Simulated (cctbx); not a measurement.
## Mn3Ag4PS8 across an absorption edge

Space group R-3 (no. 148), a = 7.7990 Å, b = 7.7990 Å, c = 18.7810 Å, α = 90.00°, β = 90.00°, γ = 120.00°.

| atom | mult. | x | y | z | Ueq (Å²) |
| --- | --- | --- | --- | --- | --- |
| Ag1 | 9 | 1/6 | 1/3 | 5/6 | 0.0289 |
| Ag2 | 3 | 1/3 | 2/3 | 1/6 | 0.0148 |
| Mn1 | 9 | 1/6 | 1/3 | 1/3 | 0.0276 |
| S1 | 18 | 0.1906 | 0.3386 | 0.0740 | 0.0326 |
| S2 | 6 | 1/3 | 2/3 | 0.4065 | 0.0188 |
| P1 | 3 | 0 | 0 | 0 | 0.0361 |

This is a model crystal, built by substitution and not relaxed, with assumed displacement parameters.

Calculated with cctbx: free-atom f′ and f″ from the Sasaki tables, no fine structure; amplitudes in electrons.

```csv
E (eV),F 3 -1 1,F 1 0 4,F 2 0 2,F 1 1 3
24914,57.8,27.7,365.3,11.8
25264,57.6,27.6,356.3,11.9
25394,57.4,27.6,348.5,11.9
25454,57.3,27.6,341.1,11.9
25484,57.1,27.6,333.7,11.9
25499,57.0,27.6,326.5,11.9
25506,56.9,27.5,320.5,11.9
25510,56.8,27.5,313.9,11.9
25518,56.5,27.5,302.6,11.9
25522,56.8,27.5,318.7,11.9
25529,57.0,27.6,326.8,11.9
25544,57.1,27.6,335.4,11.9
25574,57.3,27.6,343.5,11.9
25664,57.5,27.6,354.0,11.9
25914,57.7,27.6,365.3,11.9
```

**Question.** Which edge is crossed, and why do the reflections move as they do?

The K edge of Ag. The edge is at 25514 eV. f′ of Ag falls from -4.8 e at 25394 eV to -7.8 e at 4 eV below it, and f″ steps from 0.55 to 3.62 e across it. Over that approach |F| changes by -1 % (3 -1 1), -0 % (1 0 4), -10 % (2 0 2) and +0 % (1 1 3): a reflection falls where Ag scatters in phase with the total and rises where it scatters against it; it hardly moves where the Ag term is small or cancels by symmetry. Above the edge the larger f″ enters the imaginary part, where it can add to or cancel the other atoms' f″. The structure is centrosymmetric, so Friedel mates stay equal.

[Logs are printed without paths, hosts, clocks, repeated set-up lines and the standing remarks that a program may print on its own settings, such as how far it seeks lower states.]
